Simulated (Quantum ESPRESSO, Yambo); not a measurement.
## TiO2 (Anatase): G0W0 in Yambo against the screening cutoff

Aim: move the screening cutoff of a G0W0 run on TiO2 (Anatase) over a wide range.

Method: PBE and many-body steps on it, plane waves, in Yambo 5.3.0.

## (1) The structure

The structure is tetragonal, space group I4_1/amd (No. 141). The conventional cell has a = 3.784 Å, b = 3.784 Å, c = 9.515 Å, α = 90.00°, β = 90.00°, γ = 90.00°. Nearest to Ti lie 6 O at 1.93 to 1.98 Å. Nearest to O lie 3 Ti at 1.93 to 1.98 Å. Farther neighbours and most contacts between anions are not listed.

As a file:

```
Ti O
1.0
    -1.89210    1.89210    4.75730
     1.89210   -1.89210    4.75730
     1.89210    1.89210   -4.75730
Ti O
2 4
Direct
  0.00000 0.00000 0.00000
  0.75000 0.25000 0.50000
  0.20810 0.20810 0.00000
  0.95810 0.45810 0.50000
  0.54190 0.04190 0.50000
  0.79190 0.79190 0.00000
```

The cell and positions come from the Crystallography Open Database and are kept as given unless a step says otherwise.

## (2) 2 Ha

This step: Yambo 5.3.0; G0W0 on PBE, plane waves, norm-conserving pseudopotentials.

G0W0 replaces the xc potential by the self-energy, built once from these orbitals. Only a window of levels is corrected, while the sums run over the empty bands that the input names.

gw7.in

```
HF_and_locXC
gw0
dyson
ppa
em1d
rim_cut
RandQpts= 1000000
RandGvec= 1 RL
EXXRLvcs= 76 Ry
VXCRLvcs= 304 Ry
Chimod= "HARTREE"
% BndsRnXp
 1 | 95 |
%
NGsBlkXp= 4 Ry
% LongDrXp
 1 | 1 | 1 |
%
% GbndRnge
 1 | 95 |
%
DysSolver= "n"
ExtendOut
PPAPntXp= 27.21138 eV
% QPkrange
 3 | 3 | 23 | 26 |
 1 | 1 | 23 | 26 |
 9 | 9 | 23 | 26 |
%
```

Started as:

```sh
$ OMP_NUM_THREADS=2 mpirun -n 2 yambo -F gw7.in -J gw7 -C gw7 > gw7.log
```

The log of the run:

```text
 Yambo, version 5.3.0

 [02] CORE Variables Setup
 =========================

  [... cell, symmetries and grids as in the set-up ...]

  [02.05] Energies & Occupations
  ==============================

  [X] === General ===
  [X] Electronic Temperature                        :  0.000000  0.000000 [eV K]
  [X] Bosonic    Temperature                        :  0.000000  0.000000 [eV K]
  [X] Finite Temperature mode                       : no
  [X] El. density                                   :  0.70458E+24 [cm-3]
  [X] Fermi Level                                   :  7.297603 [eV]

  [X] === Gaps and Widths ===
  [X] Conduction Band Min                           :  2.188719 [eV]
  [X] Valence Band Max                              :  0.000000 [eV]
  [X] Filled Bands                                  :  24
  [X] Empty Bands                                   :   25  308
  [X] Direct Gap                                    :  2.491697 [eV]
  [X] Direct Gap localized at k                     :   9
  [X] Indirect Gap                                  :  2.188719 [eV]
  [X] Indirect Gap between kpts                     :  3  1
  [X] Last valence band width                       :  0.810349 [eV]
  [X] 1st conduction band width                     :  1.464955 [eV]

 [03] Transferred momenta grid and indexing
 ==========================================

 IBZ Q-points                                      :  13
 BZ  Q-points                                      :   64

 K/Q-points units:
 rlu = crystal or reduced units; cc = cartesian coordinates; iku = interal k-units

 Q [ 1]         [rlu]:  0.000000  0.000000  0.000000
 Q [ 2]         [rlu]:  0.55297E-17  0.72474E-16  0.25000
 Q [ 3]         [rlu]: -0.74239E-16 -0.81769E-16 -0.50000
 Q [ 4]         [rlu]:  0.79654E-16  0.25000     -0.51899E-16
 Q [ 5]         [rlu]:  0.22222E-16  0.25000      0.25000
 Q [ 6]         [rlu]:  0.43097E-16 -0.50000     -0.43097E-16
 Q [ 7]         [rlu]:  0.55054E-16 -0.50000      0.25000
 Q [ 8]         [rlu]:  0.250000  0.250000  0.250000
 Q [ 9]         [rlu]:  0.250000  0.250000 -0.250000
 Q [10]         [rlu]:  0.250000  0.500000 -0.500000
 Q [11]         [rlu]:  0.250000 -0.250000  0.250000
 Q [12]         [rlu]:  0.250000  0.750000 -0.500000
 Q [13]         [rlu]:  0.500000  0.500000 -0.500000

 [04] Coloumb potential Random Integration (RIM)
 ===============================================

  [04.01] RIM initialization
  ==========================

  * Diagonal components only detected *

  8 x (sBL volume)        :  0.067444 [a.u.]
  sBZ random points       :  1000000
  Points outside the sBZ  :   7980549
  RL volume               :  0.539553 [a.u.]
  Integrated volume       :  0.540868 [a.u.]

  [04.02] RIM integrals
  =====================

  Gamma point sphere radius             :  0.073836 [a.u.]
  Points outside the sphere             :   800449
  [Int_sBZ(q=0) 1/q^2]*(Vol_sBZ)^(-1/3) =:  7.663677
                                 should be <:  7.795600

  Summary of Coulomb integrals for non-metallic bands |Q|[au] RIM/Bare

  Q [1] 0.100000E-4 0.983077 * Q [9] 0.174727 0.940102
  Q [4] 0.236394 1.086547 * Q [2] 0.310643 1.080598
  Q [10] 0.341967 1.015211 * Q [13] 0.349454 0.987550
  Q [7] 0.356411 1.040044 * Q [11] 0.439316 1.032638
  Q [12] 0.467566 1.010968 * Q [6] 0.472788 1.024280
  Q [5] 0.498879 1.027191 * Q [3] 0.621287 1.019013
  Q [8] 0.645389 1.016315

 [WARNING] [Xp] User bands 1-95 break level degeneracy

 [05] Dipoles
 ============

  [05.01] Setup: observables and procedures
  =========================================

  [WARNING] [x,Vnl] slows the Dipoles computation. To neglect it rename the ns.kb_pp file

 [06] Dynamic Dielectric Matrix (PPA)
 ====================================

 [WR./gw7//ndb.pp]---------------------------------------------------------------
  Brillouin Zone Q/K grids (IBZ/BZ)                :   13   64   13   64
  RL vectors                                       :   7681 [WF]
  Coulomb cutoff potential                         : none
  Electronic Temperature                           :  0.000000 [K]
  Bosonic    Temperature                           :  0.000000 [K]
  PPA    diel. fun.  energies                      : Perdew, Burke & Ernzerhof(X)+Perdew, Burke & Ernzerhof(C)
  wavefunctions                                    : Perdew, Burke & Ernzerhof(X)+Perdew, Burke & Ernzerhof(C)
  Global Gauge                                     : length
  X matrix size                                    :   79
  X band range                                     :    1   95
  X e/h energy range                               : -1.000000 -1.000000 [eV]
  X Time ordering                                  : R
  X Hxc Kernel                                     : HARTREE
  X Drude frequency                                :  0.000000  0.000000
  X poles                                          :  100.0000 [o/o]
  RL vectors in the sum                            :   7681
  [r,Vnl] included                                 : yes
  Field direction                                  :  0.577350E-5  0.577350E-5  0.577350E-5
  BZ energy Double Grid                            : no
  BZ energy DbGd points                            : 0
  BZ Q point size factor                           : -1.000000
  X Optical Averaged directions                    : none

 [07] Local Exchange-Correlation + Non-Local Fock
 ================================================

 [VXC] Plane waves :   41149
 [EXS] Plane waves :   5133

 QP @ state[ 1 ] K range:  1  1
 QP @ state[ 1 ] b range:  23  26
 QP @ state[ 2 ] K range:  3  3
 QP @ state[ 2 ] b range:  23  26
 QP @ state[ 3 ] K range:   9   9
 QP @ state[ 3 ] b range:  23  26

 [xc] Functional : Perdew, Burke & Ernzerhof(X)+Perdew, Burke & Ernzerhof(C)
 [xc] LIBXC used to calculate xc functional
  PP Number of Atomic Species                      :  2
  NLCC RL compoments                               :   41149
  PP Number of Atomic Species                      :  2
  NLCC RL compoments                               :   41149

 [xc] E_xc :  -28.61523 [Ha]
      E_xc :  -57.23047 [Ry]

  Local XC kind (lXC) : Perdew, Burke & Ernzerhof(X)+Perdew, Burke & Ernzerhof(C)
  Non-Local XC kind (nlXC) : Hartree-Fock

  Corrections @ K [1] :  [eV]
 <23|nlXC|23> = -24.44649 -0.10499E-16 <23|lXC|23> = -19.55036  0.37763E-15
 <24|nlXC|24> = -24.44657 -0.12063E-16 <24|lXC|24> = -19.55036  0.75527E-15
 <25|nlXC|25> = -11.85500 -0.17459E-18 <25|lXC|25> = -19.33990  0.47204E-16
 <26|nlXC|26> = -12.11653 -0.38488E-18 <26|lXC|26> = -20.50580 -0.94408E-16

  Corrections @ K [3] :  [eV]
 <23|nlXC|23> = -24.83821 -0.91907E-17 <23|lXC|23> = -20.08200 -0.18882E-15
 <24|nlXC|24> = -24.83821 -0.23279E-17 <24|lXC|24> = -20.08192  0.43516E-16
[...]
Corrections @ K [9] :  [eV]
[...]
<24|nlXC|24> = -24.96823 -0.12413E-16 <24|lXC|24> = -20.28074  0.40719E-22
 <25|nlXC|25> = -11.88007  0.59374E-17 <25|lXC|25> = -19.48809 -0.37763E-15
 <26|nlXC|26> = -12.06420 -0.96435E-18 <26|lXC|26> = -20.30969  0.37763E-15

 [08] Dyson equation: Newton solver
 ==================================

  [08.01] G0W0 (W PPA)
  ====================

  [  GW  ] Bands range     :    1   95
  [GW/PPA] G damping       :  0.100000 [eV]

  QP @ state[ 1 ] K range:  1  1
  QP @ state[ 1 ] b range:  23  26
  QP @ state[ 2 ] K range:  3  3
  QP @ state[ 2 ] b range:  23  26
  QP @ state[ 3 ] K range:   9   9
  QP @ state[ 3 ] b range:  23  26

   Sc/G bands                                       :    1   95
   Sc/G damping                                     :  0.100000 ev
   Sc bands terminator                              : no
   Sx RL components                                 :   5133

   QP @ state[ 1 ] K range                          :  1  1
   QP @ state[ 1 ] b range                          :  23  26
   QP @ state[ 2 ] K range                          :  3  3
   QP @ state[ 2 ] b range                          :  23  26
   QP @ state[ 3 ] K range                          :   9   9
   QP @ state[ 3 ] b range                          :  23  26
   GF energies kind                                 : Perdew, Burke & Ernzerhof(X)+Perdew, Burke & Ernzerhof(C)
   GF WF`s kind                                     : Perdew, Burke & Ernzerhof(X)+Perdew, Burke & Ernzerhof(C)
   Xs energies kind                                 : Perdew, Burke & Ernzerhof(X)+Perdew, Burke & Ernzerhof(C)
   Xs WF`s kind                                     : Perdew, Burke & Ernzerhof(X)+Perdew, Burke & Ernzerhof(C)

 [11] Game Over & Game summary
```

Run time: 5.1 min. Hardware: 2 MPI ranks of Arm Neoverse V1, shared host; peak memory 2.1 GiB; 20 min of CPU time.

Numbers from this step:

```
G0W0 gap on the points computed              : 3.786 eV
starting gap on the mesh                     : 2.189 eV
k of the valence top                         : 0, 0, -0.5
k of the conduction bottom                   : 0, 0, 0
least direct G0W0 gap on the computed points : 4.112 eV
Z at the valence top                         : 0.7683
Z at the conduction bottom                   : 0.7857
```

The gap on the mesh goes from 2.19 eV to 3.79 eV, a correction of +1.60 eV.

## (3) 3 Ha

gw8.in, as its differences from gw7.in of step 2:

```diff
@@ -14,3 +14,3 @@
 %
-NGsBlkXp= 4 Ry
+NGsBlkXp= 6 Ry
 % LongDrXp
```

Started as:

```sh
$ OMP_NUM_THREADS=2 mpirun -n 2 yambo -F gw8.in -J gw8 -C gw8 > gw8.log
```

The log of the run:

```text
 Yambo, version 5.3.0

 [02] CORE Variables Setup
 =========================

  [... cell, symmetries and grids as in the set-up ...]

  [02.05] Energies & Occupations
  ==============================

  [X] === General ===
  [X] Electronic Temperature                        :  0.000000  0.000000 [eV K]
  [X] Bosonic    Temperature                        :  0.000000  0.000000 [eV K]
  [X] Finite Temperature mode                       : no
  [X] El. density                                   :  0.70458E+24 [cm-3]
  [X] Fermi Level                                   :  7.297603 [eV]

  [X] === Gaps and Widths ===
  [X] Conduction Band Min                           :  2.188719 [eV]
  [X] Valence Band Max                              :  0.000000 [eV]
  [X] Filled Bands                                  :  24
  [X] Empty Bands                                   :   25  308
  [X] Direct Gap                                    :  2.491697 [eV]
  [X] Direct Gap localized at k                     :   9
  [X] Indirect Gap                                  :  2.188719 [eV]
  [X] Indirect Gap between kpts                     :  3  1
  [X] Last valence band width                       :  0.810349 [eV]
  [X] 1st conduction band width                     :  1.464955 [eV]

 [03] Transferred momenta grid and indexing
 ==========================================

 IBZ Q-points                                      :  13
 BZ  Q-points                                      :   64

 K/Q-points units:
 rlu = crystal or reduced units; cc = cartesian coordinates; iku = interal k-units

 Q [ 1]         [rlu]:  0.000000  0.000000  0.000000
 Q [ 2]         [rlu]:  0.55297E-17  0.72474E-16  0.25000
 Q [ 3]         [rlu]: -0.74239E-16 -0.81769E-16 -0.50000
[...]
Local XC kind (lXC) : Perdew, Burke & Ernzerhof(X)+Perdew, Burke & Ernzerhof(C)
  Non-Local XC kind (nlXC) : Hartree-Fock

  Corrections @ K [1] :  [eV]
 <23|nlXC|23> = -24.44649 -0.10499E-16 <23|lXC|23> = -19.55036  0.37763E-15
 <24|nlXC|24> = -24.44657 -0.12063E-16 <24|lXC|24> = -19.55036  0.75527E-15
 <25|nlXC|25> = -11.85500 -0.17459E-18 <25|lXC|25> = -19.33990  0.47204E-16
[...]
Corrections @ K [3] :  [eV]
[...]
Corrections @ K [9] :  [eV]
[...]
<25|nlXC|25> = -11.88007  0.59374E-17 <25|lXC|25> = -19.48809 -0.37763E-15
 <26|nlXC|26> = -12.06420 -0.96435E-18 <26|lXC|26> = -20.30969  0.37763E-15

 [08] Dyson equation: Newton solver
 ==================================

  [08.01] G0W0 (W PPA)
  ====================

  [  GW  ] Bands range     :    1   95
  [GW/PPA] G damping       :  0.100000 [eV]

  QP @ state[ 1 ] K range:  1  1
  QP @ state[ 1 ] b range:  23  26
  QP @ state[ 2 ] K range:  3  3
  QP @ state[ 2 ] b range:  23  26
  QP @ state[ 3 ] K range:   9   9
  QP @ state[ 3 ] b range:  23  26

   Sc/G bands                                       :    1   95
   Sc/G damping                                     :  0.100000 ev
   Sc bands terminator                              : no
   Sx RL components                                 :   5133

   QP @ state[ 1 ] K range                          :  1  1
   QP @ state[ 1 ] b range                          :  23  26
   QP @ state[ 2 ] K range                          :  3  3
   QP @ state[ 2 ] b range                          :  23  26
   QP @ state[ 3 ] K range                          :   9   9
   QP @ state[ 3 ] b range                          :  23  26
   GF energies kind                                 : Perdew, Burke & Ernzerhof(X)+Perdew, Burke & Ernzerhof(C)
   GF WF`s kind                                     : Perdew, Burke & Ernzerhof(X)+Perdew, Burke & Ernzerhof(C)
   Xs energies kind                                 : Perdew, Burke & Ernzerhof(X)+Perdew, Burke & Ernzerhof(C)
   Xs WF`s kind                                     : Perdew, Burke & Ernzerhof(X)+Perdew, Burke & Ernzerhof(C)

 [11] Game Over & Game summary
```

Run time: 5.2 min. Hardware: 2 MPI ranks; peak memory 2.1 GiB.

This step gave:

| Item | Value |
| --- | --- |
| G0W0 gap on the points computed | 3.722 eV |
| starting gap on the mesh | 2.189 eV |
| k of the valence top | 0, 0, -0.5 |
| k of the conduction bottom | 0, 0, 0 |
| least direct G0W0 gap on the computed points | 4.048 eV |
| Z at the valence top | 0.7640 |
| Z at the conduction bottom | 0.7833 |

Against the run before, the gap moves by −0.063 eV.

## (4) 6 Ha

gw9.in, as its differences from gw8.in of step 3:

```diff
@@ -14,3 +14,3 @@
 %
-NGsBlkXp= 6 Ry
+NGsBlkXp= 12 Ry
 % LongDrXp
```

Started as:

```sh
$ OMP_NUM_THREADS=2 mpirun -n 2 yambo -F gw9.in -J gw9 -C gw9 > gw9.log
```

The log of the run:

```text
 Yambo, version 5.3.0

 [02] CORE Variables Setup
 =========================

  [... cell, symmetries and grids as in the set-up ...]

  [02.05] Energies & Occupations
  ==============================

  [X] === General ===
  [X] Electronic Temperature                        :  0.000000  0.000000 [eV K]
  [X] Bosonic    Temperature                        :  0.000000  0.000000 [eV K]
  [X] Finite Temperature mode                       : no
  [X] El. density                                   :  0.70458E+24 [cm-3]
[...]
QP @ state[ 2 ] b range                          :  23  26
   QP @ state[ 3 ] K range                          :   9   9
   QP @ state[ 3 ] b range                          :  23  26
   GF energies kind                                 : Perdew, Burke & Ernzerhof(X)+Perdew, Burke & Ernzerhof(C)
   GF WF`s kind                                     : Perdew, Burke & Ernzerhof(X)+Perdew, Burke & Ernzerhof(C)
   Xs energies kind                                 : Perdew, Burke & Ernzerhof(X)+Perdew, Burke & Ernzerhof(C)
   Xs WF`s kind                                     : Perdew, Burke & Ernzerhof(X)+Perdew, Burke & Ernzerhof(C)

 [11] Game Over & Game summary
```

The job ended after 8.2 min (2 MPI ranks; peak memory 2.1 GiB).

This step gave:

```
G0W0 gap on the points computed              : 3.717 eV
starting gap on the mesh                     : 2.189 eV
k of the valence top                         : 0, 0, -0.5
k of the conduction bottom                   : 0, 0, 0
least direct G0W0 gap on the computed points : 4.059 eV
```

Against the run before, the gap moves by −0.005 eV.

## (5) 7.5 Ha

gw10.in, as its differences from gw9.in of step 4:

```diff
@@ -14,3 +14,3 @@
 %
-NGsBlkXp= 12 Ry
+NGsBlkXp= 15 Ry
 % LongDrXp
```

Started as:

```sh
$ OMP_NUM_THREADS=2 mpirun -n 2 yambo -F gw10.in -J gw10 -C gw10 > gw10.log
```

The log of the run:

```text
 Yambo, version 5.3.0

 [02] CORE Variables Setup
 =========================

  [... cell, symmetries and grids as in the set-up ...]

  [02.05] Energies & Occupations
  ==============================

  [X] === General ===
  [X] Electronic Temperature                        :  0.000000  0.000000 [eV K]
  [X] Bosonic    Temperature                        :  0.000000  0.000000 [eV K]
  [X] Finite Temperature mode                       : no
  [X] El. density                                   :  0.70458E+24 [cm-3]
[...]
QP @ state[ 2 ] b range                          :  23  26
   QP @ state[ 3 ] K range                          :   9   9
   QP @ state[ 3 ] b range                          :  23  26
   GF energies kind                                 : Perdew, Burke & Ernzerhof(X)+Perdew, Burke & Ernzerhof(C)
   GF WF`s kind                                     : Perdew, Burke & Ernzerhof(X)+Perdew, Burke & Ernzerhof(C)
   Xs energies kind                                 : Perdew, Burke & Ernzerhof(X)+Perdew, Burke & Ernzerhof(C)
   Xs WF`s kind                                     : Perdew, Burke & Ernzerhof(X)+Perdew, Burke & Ernzerhof(C)

 [11] Game Over & Game summary
```

Wall time 12 min (2 MPI ranks); peak memory 2.1 GiB; 45 min of CPU time.

This step gave:

```
G0W0 gap on the points computed              : 3.718 eV
starting gap on the mesh                     : 2.189 eV
k of the valence top                         : 0, 0, -0.5
k of the conduction bottom                   : 0, 0, 0
least direct G0W0 gap on the computed points : 4.061 eV
```

Against the run before, the gap moves by +0.001 eV.

## (6) Side by side

Times are wall times on 2 MPI ranks of Arm Neoverse V1, shared host, good to a factor of about two.

```csv
run,mesh,bands,screening cutoff (eV),DFT gap (eV),gap on the mesh (eV),direct (eV),time
2 Ha,4×4×4,95,54.4,2.189,3.786,4.112,5.1 min
3 Ha,4×4×4,95,81.6,2.189,3.722,4.048,5.2 min
6 Ha,4×4×4,95,163.3,2.189,3.717,4.059,8.2 min
7.5 Ha,4×4×4,95,204.1,2.189,3.718,4.061,12 min
```

## (7) What came out

```json
{
 "2 Ha": "3.786 eV",
 "3 Ha": "3.722 eV",
 "6 Ha": "3.717 eV",
 "7.5 Ha": "3.718 eV",
 "known limits": "not at the basis limit"
}
```

**Reading.** The setting moved: screening cutoff. From 2 Ha to 7.5 Ha the gap moves by −0.07 eV, for 2.3 times the time. It holds to 0.03 eV from 3 Ha on. Bands and screening cutoff are coupled, so a series along one setting does not show full convergence. Bands and cutoff are finite, so the gap is not at the basis limit. The miss can reach some tenths of an eV and take either sign; the mesh is an error of its own. In the G0W0 runs levels were corrected at 3 k points alone, so a gap called «on the mesh» is the least over those, and an edge elsewhere would be missed.

[Paths, hosts, dates, memory and timing lines, banners, echoed tables and standing remarks are left out of the program output.]

[Logs are printed without paths, hosts, clocks, repeated set-up lines and the standing remarks that a program may print on its own settings, such as how far it seeks lower states.]

[Runs of the session that timed out or met a known fault of the program may be left out.]

[Hosts, paths, dates, database ids (printed as entryN), source tags and the programs' standing remarks are cut or masked in the printed files.]
